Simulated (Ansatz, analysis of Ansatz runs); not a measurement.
# Na2WO4 (Fd-3m): a line between two O sites for an added hole, part 2 of 3

Aim: the energy barrier that a trapped hole meets when it moves from one O atom to another one nearby in Na2WO4 (Fd-3m). The model is a cell of 56 host atoms.

Ansatz 0.2.0; plane-wave PAW DFT, PBEsol+U; relaxation of all atoms of a supercell at fixed charge in a uniform background; PAW set soft_1.

So far. Step 2 (The cell without the carrier): The largest displacement from an ideal site is 0.013 Å. Step 3 (The hole on the first site): The largest changes of the moments are 0.78 μB on O53, 0.07 μB on O42 and -0.03 μB on W24. The largest part sits on the chosen site.

### 4. The hole on the second site

The same start is made on the second site, to get the end of the hop.

Contents of B.relax/input.yaml:

```yaml
crystal:
  lattice:
    - [9.10882359, 0.0, 0.0]
    - [0.0, 9.10882359, 0.0]
    - [0.0, 0.0, 9.10882359]
  atoms:
    - { symbol: Na, position: [0.125459, 0.375184, 0.374926] }
    - { symbol: Na, position: [0.12512, 0.8752, 0.874743] }
[... 21 atom lines left out ...]
    - { symbol: W, position: [0.512973, 0.48757, 0.487213] }
[... 17 atom lines left out ...]
    - { symbol: O, position: [0.387808, 0.612779, 0.612438], spin: 1.0 }
[... 4 atom lines left out ...]
    - { symbol: O, position: [0.612926, 0.387629, 0.612397] }
[... 4 atom lines left out ...]
    - { symbol: O, position: [0.612868, 0.612795, 0.387266] }
    - { symbol: O, position: [0.387712, 0.387659, 0.387286] }
[... 2 atom lines left out ...]
    - { symbol: O, position: [0.88766, 0.887652, 0.387609] }
total_charge: 1
basis:
  ecutwfc: 420
  xc_grid: 2
hamiltonian:
  xc: pbesol
  hubbard:
    sites: [{ species: O, l: p, u_eff: 7.0 }]
    projectors: ortho-atomic
  pseudopotentials: { kind: paw, azcp: { folder: soft_1 }, xc_functional: pbe }
kpoints:
  mp_grid: { grid: [1, 1, 1] }
magnetization:
  spin_polarized: true
  initial_magnetization: 1
  spin_locking: { lock_magnetization: hard }
scf:
  occupations: { method: fermi_dirac, width: 0.01 }
  max_iter: 120
  lower_state_search: "off"
output:
  forces: true
relax:
  f_tol: 0.015
  max_steps: 70
  escape_saddle: false
checkpoint:
  write: "../B.relax.run"
  compress: false
  write_wavefunctions: true
  write_every: 100000
```

Launch:

```sh
$ ansatz run input.yaml --threads 8 --pin off --max-ram 18841MiB --backend cpu --events-out ev --progress --plain --runs-dir out
```

Numbers of over 12 decimals in the logs are rounded to 6 here.

The program printed:

```text
[...]
Crystal: 56 atoms, lattice volume = 755.765 Å³
Basis set: ecut = 420 eV, 14771 PW (Γ), exchange–correlation on 128×128×128 points (8 copies of the dense FFT grid, shifted against one another)
Bands: 280, of which v1, the nominal top of the filled ones, is band 224 counted from 1 (223 counted from 0)
Symmetry: 1 space group operations
[...]
k-points: 1
[...]
Starting moments: Σ|m| = 1 μB on 1 of 56 sites
[...]
SCF iter   1: F=—  HF=-123615.702521 eV  |F-HF|=—  |Δ(HF+E_count)|=         —  Δρ=6.66e-2 (↑6.65e-2 ↓6.66e-2)  dr2=2.17e2  dr2_m=8.52e-2  M=1.000 μB ∫|m|=1.164 μB  β_m=0.30  ethr=3.10e-3  ⟨swp⟩=6.0  Hψ=1935  notcnv=0
[...]
Occupation matrices written to <dir>
--- Relaxed structure (6 steps of the walk, 6 accepted, 0 SCFs on fresh bases) ---
  F+E_penalty+E_count = -123571.46405924 eV   max|allowed force component| = 1.081e-2 eV/Å
  atoms:
    - { symbol: Na, position: [0.120718, 0.371909, 0.372953] }
    - { symbol: Na, position: [0.123197, 0.877438, 0.877022] }
[...]
- { symbol: Na, position: [0.107475, 0.628786, 0.632472] }
[...]
- { symbol: W, position: [0.252171, 0.255345, 0.747925] }
[...]
- { symbol: W, position: [0.507706, 0.494931, 0.490604] }
[...]
- { symbol: O, position: [0.141395, 0.368707, 0.634102] }
[...]
- { symbol: O, position: [0.146389, 0.633656, 0.372915] }
    [... 7 atoms left out ...]
    - { symbol: O, position: [0.384501, 0.618212, 0.614227] }
    [... 4 atoms left out ...]
    - { symbol: O, position: [0.615348, 0.386860, 0.605829] }
    [... 4 atoms left out ...]
    - { symbol: O, position: [0.617966, 0.606105, 0.381008] }
    - { symbol: O, position: [0.394324, 0.385523, 0.382429] }
    [... 3 atoms left out ...]
[key lines of the parts left out:]
SCF converged after 20 iterations
Magnetization: 1.0000 μB (224.0000 up, 223.0000 down)
Free energy (F): -123571.464059 eV
Fermi energy:    3.758334 (↑ 4.718269, ↓ 3.755786) eV
```

The job ended after 44 s (8 threads of Arm Neoverse V2, shared host; peak memory 1.5 GiB; 5.4 min of CPU time).

Distances from O42 without and with the hole:

| atom | without (Å) | with (Å) |
| --- | --- | --- |
| W24 | 1.78 | 1.95 |
| Na10 | 2.39 | 2.49 |
| Na14 | 2.40 | 2.53 |
| Na6 | 2.40 | 2.55 |

The largest changes of the moments are 0.78 μB on O42, 0.06 μB on O47 and 0.03 μB on O53. The largest part sits on the chosen site.

### 5. Points on the line between the two structures

All atoms move on the straight line between the two relaxed structures, 3.65 amu^1/2 Å long in mass-weighted terms. Each point starts from the state of the point before, once from either end, so that both localised states can be followed; the midpoint is also started with the carrier shared.

Contents of A.x0500/input.yaml:

```yaml
crystal:
  lattice:
    - [9.10882359, 0.0, 0.0]
    - [0.0, 9.10882359, 0.0]
    - [0.0, 0.0, 9.10882359]
  atoms:
    - { symbol: Na, position: [0.11347, 0.370996, 0.370622] }
    - { symbol: Na, position: [0.124192, 0.876849, 0.876361] }
[... 21 atom lines left out ...]
    - { symbol: W, position: [0.509047, 0.500567, 0.498783] }
[... 9 atom lines left out ...]
    - { symbol: O, position: [0.144993, 0.631699, 0.369437] }
[... 7 atom lines left out ...]
    - { symbol: O, position: [0.389475, 0.615989, 0.614305] }
[... 4 atom lines left out ...]
    - { symbol: O, position: [0.617449, 0.39081, 0.611609] }
[... 4 atom lines left out ...]
    - { symbol: O, position: [0.618399, 0.61116, 0.38772] }
    - { symbol: O, position: [0.390418, 0.384299, 0.383179], spin: 1.0 }
[... 2 atom lines left out ...]
    - { symbol: O, position: [0.888301, 0.887323, 0.388084] }
total_charge: 1
basis:
  ecutwfc: 420
  xc_grid: 2
hamiltonian:
  xc: pbesol
  hubbard:
    sites: [{ species: O, l: p, u_eff: 7.0 }]
    projectors: ortho-atomic
  pseudopotentials: { kind: paw, azcp: { folder: soft_1 }, xc_functional: pbe }
kpoints:
  mp_grid: { grid: [1, 1, 1] }
magnetization:
  spin_polarized: true
  initial_magnetization: 1
  spin_locking: { lock_magnetization: hard }
scf:
  occupations: { method: fermi_dirac, width: 0.01 }
  max_iter: 120
  lower_state_search: "off"
output:
  forces: true
  eigenvalues: true
  eigenstates: { localisation: true }
  write_density: true
  write_potential: true
  volumetric_format: npy
checkpoint:
  read: "../A.x0375.run"
  write: "../A.x0500.run"
  compress: false
  write_wavefunctions: true
  write_every: 100000
```

The program printed:

```text
[...]
Warning: checkpoint.read: the run can stay near the saved state's solution: 56 site(s) moved relative to the saved geometry (max |Δs| = 1.932e-3 fractional); [...]
[...]
Crystal: 56 atoms, lattice volume = 755.765 Å³
Basis set: ecut = 420 eV, 14771 PW (Γ), exchange–correlation on 128×128×128 points (8 copies of the dense FFT grid, shifted against one another)
Bands: 280, of which v1, the nominal top of the filled ones, is band 224 counted from 1 (223 counted from 0)
Symmetry: 1 space group operations
[...]
k-points: 1
[...]
Starting moments: Σ|m| = 1 μB on 1 of 56 sites; this step starts from the density that it was given
[...]
SCF iter   1: F=—  HF=-123571.148341 eV  |F-HF|=—  |Δ(HF+E_count)|=         —  Δρ=1.93e-3 (↑1.02e-3 ↓1.93e-3)  dr2=3.72e-2  dr2_m=4.91e-3  M=1.000 μB ∫|m|=1.548 μB  β_m=0.30  ethr=8.57e-6  ⟨swp⟩=5.0  Hψ=3077  notcnv=0
[...]
spin=Collinear: Resta preconditioning applied to the charge; magnetization (m = ρ↑ − ρ↓) channel mixes plain (no charge-response kernel on spin).
SCF iter   2: F=—  HF=-123571.148271 eV  |F-HF|=—  |Δ(HF+E_count)|=   7.02e-5  Δρ=1.30e-3 (↑7.80e-4 ↓1.30e-3)  dr2=1.23e-2  dr2_m=3.47e-3  M=1.000 μB ∫|m|=1.556 μB  β_m=0.55  ethr=8.33e-6  ⟨swp⟩=3.0  Hψ=985  notcnv=0
[...]
SCF iter  19: F=-123571.205036 eV  HF=-123571.205036 eV  |F-HF|=6.77e-9  |Δ(HF+E_count)|=   5.08e-8  Δρ=1.61e-6 (↑8.17e-7 ↓1.61e-6)  dr2=2.65e-8  dr2_m=3.83e-9  M=1.000 μB ∫|m|=1.804 μB  ethr=1.55e-11  ⟨swp⟩=5.0  Hψ=2952  notcnv=0
SCF 1 converged in 19 iterations: F = -123571.205036 eV  dr2 = 2.65e-8
[...]
SCF converged after 19 iterations
[...]
Magnetization: 1.0000 μB (224.0000 up, 223.0000 down)
Absolute magnetization: 1.8059 μB (∫|ρ↑−ρ↓|, with the PAW one-centre terms)
[...]
Per-site moments (μB) at R_I (Å): [(0.00123211, 0.957549), (8.130909404291529e-7, 0.988030), (-5.598632341763112e-5, 0.977587), [... 53 left out ...]
Free energy (F): -123571.205036 eV
[...]
Internal energy: -123571.205036 eV  (E = F + TS)
E sigma→0 (E₀):  -123571.205036 eV
Fermi energy:    3.777453 (↑ 4.703856, ↓ 3.777453) eV
[...]
--- Forces (eV/Å), atoms counted from 1 ---
  atom   1  Na    -0.07622608    -0.00365896     0.00416939
  atom   2  Na    -0.00386318     0.00371725     0.00618922
  [... 11 atoms left out ...]
  atom  14  Na    -0.08544388     0.02610841    -0.00779109
  [... 2 atoms left out ...]
  atom  17  W      0.06661839    -0.01088501     0.04280836
  [... 6 atoms left out ...]
  atom  24  W      0.50913559    -0.07308543     0.02530733
  [... 4 atoms left out ...]
  atom  29  O     -0.01575102     0.06357215    -0.01811817
  [... 4 atoms left out ...]
  atom  34  O     -0.03715702    -0.02535409    -0.00983200
  [... 7 atoms left out ...]
  atom  42  O     -0.07471905    -0.29702571    -0.31909086
  [... 4 atoms left out ...]
  atom  47  O     -0.09275428    -0.07606084    -0.00813005
  [... 4 atoms left out ...]
  atom  52  O     -0.09241404     0.08133215    -0.02309876
  atom  53  O     -0.04893628     0.35441383     0.37731431
  [... 3 atoms left out ...]
  max |Σ_I F_I| component: 2.11e-4 eV/Å
--- Band table (eV) ---
[...]
Occupation matrices written to <dir>
```

Elapsed: 12 s, on 8 threads; peak memory 1.5 GiB.

Reading the cycles: dr2 is the Hartree energy of the density residual (eV), the measure of convergence; HF is the Harris–Foulkes estimate of the energy, which meets the free energy F at convergence.

From eigenstates.tsv, first k-point; energies on the run's zero. The participation number counts the atoms that a state is spread over, of 56; bands count from 0.

| spin | band | energy (eV) | occupation | participation | largest share on | share |
| --- | --- | --- | --- | --- | --- | --- |
| down | 217 | 2.350 | 1.00 | 20.7 | O27 | 0.09 |
| down | 218 | 2.354 | 1.00 | 16.6 | O44 | 0.10 |
| down | 219 | 2.371 | 1.00 | 22.2 | O41 | 0.09 |
| down | 220 | 2.376 | 1.00 | 19.4 | O48 | 0.12 |
| down | 221 | 2.378 | 1.00 | 27.5 | O46 | 0.06 |
| down | 222 | 2.678 | 1.00 | 9.3 | O53 | 0.19 |
| down | 223 | 4.877 | 0.00 | 2.5 | O42 | 0.45 |
| down | 224 | 7.248 | 0.00 | 2.7 | W24 | 0.57 |
| down | 225 | 8.074 | 0.00 | 4.8 | W24 | 0.41 |
| down | 226 | 8.307 | 0.00 | 17.1 | W17 | 0.10 |
| down | 227 | 8.324 | 0.00 | 17.3 | W22 | 0.12 |
| up | 218 | 2.341 | 1.00 | 18.2 | O30 | 0.10 |
| up | 219 | 2.349 | 1.00 | 21.0 | O27 | 0.09 |
| up | 220 | 2.354 | 1.00 | 16.6 | O44 | 0.10 |
| up | 221 | 2.373 | 1.00 | 22.4 | O49 | 0.09 |
| up | 222 | 2.373 | 1.00 | 21.3 | O46 | 0.09 |
| up | 223 | 2.375 | 1.00 | 26.7 | O51 | 0.06 |
| up | 224 | 7.022 | 0.00 | 2.4 | W24 | 0.61 |
| up | 225 | 7.325 | 0.00 | 2.6 | W24 | 0.58 |
| up | 226 | 8.297 | 0.00 | 15.6 | W18 | 0.13 |
| up | 227 | 8.306 | 0.00 | 17.1 | W17 | 0.11 |
| up | 228 | 8.389 | 0.00 | 8.5 | W18 | 0.22 |

Under PBEsol+U (7 eV) at the zone centre alone, the highest filled state is spin down, spread over 9 of 56 atoms, and the lowest empty one, 2.20 eV above it, is spin down, spread over 2 of 56 atoms.

The largest moments in the atoms' spheres: O42 0.56, O53 0.55, W24 -0.11, O52 -0.01, O47 -0.01, O31 0.00 μB.

Spin density in the bc plane at fractional x = 0.387, through the centre, with atoms of Na and O within 0.45 Å of it.

Ten even steps from '_' (-0.77 × 1e-1 e/Å³) to '@' (8.18 × 1e-1 e/Å³), each cell a mean:
```
____________________________________________________
____________________________________________________
____________________________________________________
____________________________________________________
____________________________________________________
____________________________________________________
____________________________________________________
______________________________........______________
____________________________..==##::..______________
____________________________..**%%..________________
______________________________....__________________
____________________________________________________
____________________..______________________________
__________________::==::____________________________
________________..++@@--..__________________________
________________..----..____________________________
__________________....______________________________
____________________________________________________
____________________________________________________
____________________________________________________
____________________________________________________
____________________________________________________
____________________________________________________
____________________________________________________
```
Columns run along b (9.1 Å), rows up along c (9.1 Å). Atoms in or near the plane, at fractional coordinates: Na at (0.11, 0.37), Na at (0.63, 0.89), Na at (0.37, 0.11), Na at (0.89, 0.63), O at (0.14, 0.63), O at (0.63, 0.14), O at (0.37, 0.86), O at (0.86, 0.37), O at (0.11, 0.11), O at (0.62, 0.61), O at (0.38, 0.38), O at (0.89, 0.89).

[end of part 2 of 3]

[Logs are printed without paths, hosts, clocks, repeated set-up lines and the standing remarks that a program may print on its own settings, such as how far it seeks lower states.]

[Hosts, paths, dates, database ids (printed as entryN), source tags and the programs' standing remarks are cut or masked in the printed files.]
